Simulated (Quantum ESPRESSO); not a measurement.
# CaTi (Pm-3m): phonons by linear response

How does CaTi (Pm-3m) vibrate, and is this structure a minimum?

Program: Quantum ESPRESSO 7.5. Level of theory: DFT LDA, scalar-relativistic, plane waves, JTH PAW pseudopotentials. Results are calculated unless marked as measured.

The structure was built from a prototype and need not be the compound's stable phase.

## (1) Set-up

It takes space group Pm-3m (No. 221, cubic). The conventional cell has a = 3.838 Å, b = 3.838 Å, c = 3.838 Å, α = 90.00°, β = 90.00°, γ = 90.00°. Nearest to Ca lie 8 Ti at 3.32 Å. Nearest to Ti lie 8 Ca at 3.32 Å. Farther neighbours are not listed.

## (2) A first look

Before anything dear is run, a loose run with smearing shows whether this is a metal and how far the cell is from rest.

Contents of probe.in:

```
 &control
    calculation='scf',
    prefix='x',
    outdir='./tmp',
    pseudo_dir='./pseudo',
    tprnfor=.true.,
    tstress=.true.,
    verbosity='high',
 /
 &system
    ibrav=1,
    celldm(1)=7.25235505,
    nat=2,
    ntyp=2,
    ecutwfc=40.0,
    ecutrho=200.0,
    occupations='smearing',
    smearing='gaussian',
    degauss=0.01,
 /
 &electrons
    conv_thr=1.0d-07,
    mixing_beta=0.7,
    electron_maxstep=100,
 /
ATOMIC_SPECIES
 Ca     40.0780  Ca.upf
 Ti     47.8670  Ti.upf
ATOMIC_POSITIONS crystal
 Ca     0.000000000   0.000000000   0.000000000
 Ti     0.500000000   0.500000000   0.500000000
K_POINTS automatic
 6 6 6 0 0 0
```

On the command line:

```console
OMP_NUM_THREADS=1 mpirun -n 4 pw.x -nk 4 -in probe.in > probe.out
```

What it wrote:

```text
[banners, grids, parts of the stress and lines that vanish by symmetry left out]
Program PWSCF v.7.5
     file Ca.upf: wavefunction(s)  4S 3P 0P 3D 0D renormalized
     file Ti.upf: wavefunction(s)  4S 3P 0P 3D 0D renormalized
[...]
kinetic-energy cutoff     =      40.0000  Ry
     charge density cutoff     =     200.0000  Ry
     scf convergence threshold =      1.0E-07
[...]
Exchange-correlation= SLA PW NOGX NOGC
                           (   1   4   0   0   0   0   0)
[...]
48 Sym. Ops., with inversion, found
[...]
(     0          1          0      )
                  (     0          0          1      )
[...]
(  0.0000000  1.0000000  0.0000000 )
                  (  0.0000000  0.0000000  1.0000000 )
[...]
(     0         -1          0      )
[...]
(     0          0          1      )
                  (     1          0          0      )
[...]
( -1.0000000  0.0000000  0.0000000 )
                  (  0.0000000  1.0000000  0.0000000 )
[...]
number of k points=    20  Gaussian smearing, width (Ry)=  0.0100
[...]
c_bands:  1 eigenvalues not converged
[...]
End of self-consistent calculation
[...]
the Fermi energy is     7.4501 ev
!    total energy              =    -310.05845252 Ry
[...]
convergence has been achieved in  14 iterations
[...]
atom    1 type  1   force =     0.00000000    0.00000000    0.00000000
     atom    2 type  2   force =     0.00000000    0.00000000    0.00000000
[...]
Total force =     0.000000     Total SCF correction =     0.000000
[...]
total   stress  (Ry/bohr**3)                   (kbar)     P=      -57.43
[...]
XML data file, charge density, pseudopotentials, collected wavefunctions

   JOB DONE.
```

Elapsed: 4.3 s, on 4 MPI ranks of Arm Neoverse V2, shared host; 17 s of CPU time.

Numbers from this step:

| Property | Result |
| --- | --- |
| volume per atom | 28.26 Å³ |
| pressure | -5.743 GPa |
| gap on the k-mesh | 0 eV |

No gap opens on this mesh, so smearing is kept; the start stands at -5.7 GPa.

## (3) Relaxation

The relaxation runs at a cutoff a fifth above that of the response, since stress converges more slowly with the basis than frequencies do. Forces and stress are brought to rest with tight thresholds.

Contents of relax.in:

```
 &control
    calculation='vc-relax',
    prefix='x',
    outdir='./tmp',
    pseudo_dir='./pseudo',
    tprnfor=.true.,
    tstress=.true.,
    forc_conv_thr=2.0d-05,
    etot_conv_thr=1.0d-07,
    nstep=40,
 /
 &system
    ibrav=1,
    celldm(1)=7.25235505,
    nat=2,
    ntyp=2,
    ecutwfc=48,
    ecutrho=240.0,
    occupations='smearing',
    smearing='mv',
    degauss=0.02,
 /
 &electrons
    conv_thr=1.0d-11,
    mixing_beta=0.7,
    electron_maxstep=100,
 /
 &ions
 /
 &cell
    press_conv_thr=0.2,
 /
ATOMIC_SPECIES
 Ca     40.0780  Ca.upf
 Ti     47.8670  Ti.upf
ATOMIC_POSITIONS crystal
 Ca     0.000000000   0.000000000   0.000000000
 Ti     0.500000000   0.500000000   0.500000000
K_POINTS automatic
 8 8 8 0 0 0
```

On the command line:

```console
OMP_NUM_THREADS=1 mpirun -n 4 pw.x -nk 4 -in relax.in > relax.out
```

What it wrote:

```text
[banners, grids, parts of the stress and lines that vanish by symmetry left out]
[banner, memory and clock lines left out]
Program PWSCF v.7.5

[...]
kinetic-energy cutoff     =      48.0000  Ry
     charge density cutoff     =     240.0000  Ry
     scf convergence threshold =      1.0E-11
[...]
energy convergence thresh.=      1.0E-07
     force convergence thresh. =      2.0E-05
     press convergence thresh. =      2.0E-01
     Exchange-correlation= SLA PW NOGX NOGC
                           (   1   4   0   0   0   0   0)
[...]
48 Sym. Ops., with inversion, found
[...]
number of k points=    35  Marzari-Vanderbilt smearing, width (Ry)=  0.0200
[...]
End of self-consistent calculation
[...]
the Fermi energy is     7.4575 ev
!    total energy              =    -310.05774666 Ry
[...]
convergence has been achieved in  17 iterations
[...]
atom    1 type  1   force =     0.00000000    0.00000000    0.00000000
     atom    2 type  2   force =     0.00000000    0.00000000    0.00000000
     Total force =     0.000000     Total SCF correction =     0.000000
[...]
total   stress  (Ry/bohr**3)                   (kbar)     P=      -57.74
[...]
number of bfgs steps    =   0
[...]
CELL_PARAMETERS (alat=  7.25235505)
[...]
ATOMIC_POSITIONS (crystal)
Ca               0.0000000000        0.0000000000        0.0000000000
Ti               0.5000000000        0.5000000000        0.5000000000
[...]
New effective cutoffs (rho, wfc):  243.44   48.93
[...]
End of self-consistent calculation
[...]
the Fermi energy is     7.7530 ev
!    total energy              =    -310.06184820 Ry
[...]
convergence has been achieved in  40 iterations
[...]
atom    1 type  1   force =     0.00000000    0.00000000    0.00000000
     atom    2 type  2   force =     0.00000000    0.00000000    0.00000000
     Total force =     0.000000     Total SCF correction =     0.000000
[...]
total   stress  (Ry/bohr**3)                   (kbar)     P=      -50.58
[...]
number of bfgs steps    =   1
[...]
WARNING: bfgs curvature condition failed, Theta= 0.931
[...]
CELL_PARAMETERS (alat=  7.25235505)
[...]
ATOMIC_POSITIONS (crystal)
Ca               0.0000000000        0.0000000000        0.0000000000
Ti               0.5000000000        0.5000000000        0.5000000000
[...]
New effective cutoffs (rho, wfc):  250.84   50.42
[...]
End of self-consistent calculation
[...]
the Fermi energy is     8.2175 ev
!    total energy              =    -310.06676793 Ry
[...]
convergence has been achieved in  34 iterations
[...]
atom    1 type  1   force =     0.00000000    0.00000000    0.00000000
     atom    2 type  2   force =     0.00000000    0.00000000    0.00000000
     Total force =     0.000000     Total SCF correction =     0.000000
[...]
total   stress  (Ry/bohr**3)                   (kbar)     P=      -37.89
[...]
number of bfgs steps    =   2
[...]
CELL_PARAMETERS (alat=  7.25235505)
[...]
ATOMIC_POSITIONS (crystal)
[...]
New effective cutoffs (rho, wfc):  262.60   52.79
[...]
c_bands:  1 eigenvalues not converged
     c_bands:  1 eigenvalues not converged
[...]
number of bfgs steps    =   3
[...]
CELL_PARAMETERS (alat=  7.25235505)
[...]
ATOMIC_POSITIONS (crystal)
[...]
New effective cutoffs (rho, wfc):  269.13   54.10
[...]
c_bands:  1 eigenvalues not converged
     c_bands:  1 eigenvalues not converged
[...]
End of self-consistent calculation
[...]
the Fermi energy is     9.3852 ev
!    total energy              =    -310.07148640 Ry
[...]
convergence has been achieved in  35 iterations
[...]
atom    1 type  1   force =     0.00000000    0.00000000    0.00000000
     atom    2 type  2   force =     0.00000000    0.00000000    0.00000000
     Total force =     0.000000     Total SCF correction =     0.000000
[...]
total   stress  (Ry/bohr**3)                   (kbar)     P=        1.98
[...]
number of bfgs steps    =   4
[...]
CELL_PARAMETERS (alat=  7.25235505)
[...]
ATOMIC_POSITIONS (crystal)
[...]
New effective cutoffs (rho, wfc):  268.31   53.93
[...]
End of self-consistent calculation
[...]
the Fermi energy is     9.3323 ev
!    total energy              =    -310.07149580 Ry
[...]
convergence has been achieved in  34 iterations
[...]
atom    1 type  1   force =     0.00000000    0.00000000    0.00000000
     atom    2 type  2   force =     0.00000000    0.00000000    0.00000000
     Total force =     0.000000     Total SCF correction =     0.000000
[...]
total   stress  (Ry/bohr**3)                   (kbar)     P=       -0.08
[...]
number of bfgs steps    =   5
[...]
CELL_PARAMETERS (alat=  7.25235505)
[...]
ATOMIC_POSITIONS (crystal)
[...]
New effective cutoffs (rho, wfc):  268.34   53.94
[...]
End of self-consistent calculation
[...]
the Fermi energy is     9.3343 ev
!    total energy              =    -310.07149581 Ry
[...]
convergence has been achieved in  18 iterations
[...]
atom    1 type  1   force =     0.00000000    0.00000000    0.00000000
     atom    2 type  2   force =     0.00000000    0.00000000    0.00000000
     Total force =     0.000000     Total SCF correction =     0.000000
[...]
total   stress  (Ry/bohr**3)                   (kbar)     P=       -0.00
[...]
bfgs converged in   7 scf cycles and   6 bfgs steps
[...]
End of BFGS Geometry Optimization
     Final enthalpy           =    -310.0714958120 Ry
     File ./tmp/x.bfgs deleted, as requested
[...]
CELL_PARAMETERS (alat=  7.25235505)
[...]
ATOMIC_POSITIONS (crystal)
Ca               0.0000000000        0.0000000000        0.0000000000
Ti               0.5000000000        0.5000000000        0.5000000000
[...]
Final scf calculation at the relaxed structure.
[...]
kinetic-energy cutoff     =      48.0000  Ry
     charge density cutoff     =     240.0000  Ry
     scf convergence threshold =      1.0E-13
[...]
press convergence thresh. =      2.0E-01
     Exchange-correlation= SLA PW NOGX NOGC
                           (   1   4   0   0   0   0   0)
[...]
48 Sym. Ops., with inversion, found
[...]
number of k points=    35  Marzari-Vanderbilt smearing, width (Ry)=  0.0200
[...]
c_bands:  1 eigenvalues not converged
[...]
c_bands:  1 eigenvalues not converged
[...]
End of self-consistent calculation
[...]
the Fermi energy is     9.3343 ev
!    total energy              =    -310.07132651 Ry
[...]
convergence has been achieved in  22 iterations
[...]
atom    1 type  1   force =     0.00000000    0.00000000    0.00000000
     atom    2 type  2   force =     0.00000000    0.00000000    0.00000000
     Total force =     0.000000     Total SCF correction =     0.000000
[...]
total   stress  (Ry/bohr**3)                   (kbar)     P=        0.42
[...]
XML data file, charge density, pseudopotentials, collected wavefunctions
```

Run time: 84 s. Hardware: 4 MPI ranks.

Step by step:

```csv
step,energy less that of the first step (eV),largest force (eV/Å),pressure (GPa),volume (Å³)
1,0.0000,0.0000,-5.77,56.52
2,-0.0558,0.0000,-5.06,54.88
3,-0.1227,0.0000,-3.79,52.47
4,-0.1802,0.0000,-1.37,48.98
5,-0.1869,0.0000,0.20,47.21
6,-0.1871,0.0000,-0.01,47.43
7,-0.1871,0.0000,0.00,47.42
8,-0.1848,0.0000,0.04,47.42
```

```csv
"conventional cell, symmetrised",before,after,change
a (Å),3.838,3.620,-5.7 %
b (Å),3.838,3.620,-5.7 %
c (Å),3.838,3.620,-5.7 %
volume (Å³/atom),28.26,23.71,-16.1 %
```

Final coordinates:

```xyz
2
Lattice="3.6195 0.0000 0.0000 0.0000 3.6195 0.0000 0.0000 0.0000 3.6195" Properties=species:S:1:pos:R:3 pbc="T T T"
Ca    0.0000    0.0000    0.0000
Ti    1.8098    1.8098    1.8098
```

The last row of the table of steps is pw.x's closing run on a basis chosen anew for the final cell, so its energy can jump.

This step gave:

- volume per atom: 23.71 Å³
- pressure: 0.042 GPa

The volume changes by -16.1 % from the cell with which this run began.

## (4) Ground state

The response is built on this ground state, so it is converged far tighter than an energy would need. Smearing stays on, as the first look found no gap above 0.3 eV.

Contents of scf.in:

```
 &control
    calculation='scf',
    prefix='x',
    outdir='./tmp',
    pseudo_dir='./pseudo',
    tprnfor=.true.,
    tstress=.true.,
 /
 &system
    ibrav=1,
    celldm(1)=6.83991953,
    nat=2,
    ntyp=2,
    ecutwfc=40.0,
    ecutrho=200.0,
    occupations='smearing',
    smearing='mv',
    degauss=0.02,
 /
 &electrons
    conv_thr=1.0d-12,
    mixing_beta=0.7,
    electron_maxstep=100,
 /
ATOMIC_SPECIES
 Ca     40.0780  Ca.upf
 Ti     47.8670  Ti.upf
ATOMIC_POSITIONS crystal
 Ca     0.000000000   0.000000000   0.000000000
 Ti     0.500000000   0.500000000   0.500000000
K_POINTS automatic
 8 8 8 0 0 0
```

On the command line:

```console
OMP_NUM_THREADS=1 mpirun -n 4 pw.x -nk 4 -in scf.in > scf.out
```

What it wrote:

```text
[banners, grids, parts of the stress and lines that vanish by symmetry left out]
[banner, memory and clock lines left out]
Program PWSCF v.7.5

[...]
kinetic-energy cutoff     =      40.0000  Ry
     charge density cutoff     =     200.0000  Ry
     scf convergence threshold =      1.0E-12
[...]
Exchange-correlation= SLA PW NOGX NOGC
                           (   1   4   0   0   0   0   0)
[...]
48 Sym. Ops., with inversion, found
[...]
number of k points=    35  Marzari-Vanderbilt smearing, width (Ry)=  0.0200
[...]
End of self-consistent calculation
[...]
the Fermi energy is     9.3346 ev
!    total energy              =    -310.07120623 Ry
[...]
convergence has been achieved in  22 iterations
[...]
atom    1 type  1   force =     0.00000000    0.00000000    0.00000000
     atom    2 type  2   force =     0.00000000    0.00000000    0.00000000
     Total force =     0.000000     Total SCF correction =     0.000000
[...]
total   stress  (Ry/bohr**3)                   (kbar)     P=       -0.01
[...]
XML data file, charge density, pseudopotentials, collected wavefunctions
```

Wall time 7.8 s (4 MPI ranks); 31 s of CPU time.

Read from the output:

| Property | Result |
| --- | --- |
| pressure | -0.001 GPa |

The cell stands at -0.001 GPa, close enough for phonons.

[end of part 1 of 3]

[Host names and launcher messages were left out of these logs when they were recorded.]

[Logs are printed without paths, hosts, clocks, repeated set-up lines and the standing remarks that a program may print on its own settings, such as how far it seeks lower states.]

[Hosts, paths, dates, database ids (printed as entryN), source tags and the programs' standing remarks are cut or masked in the printed files.]
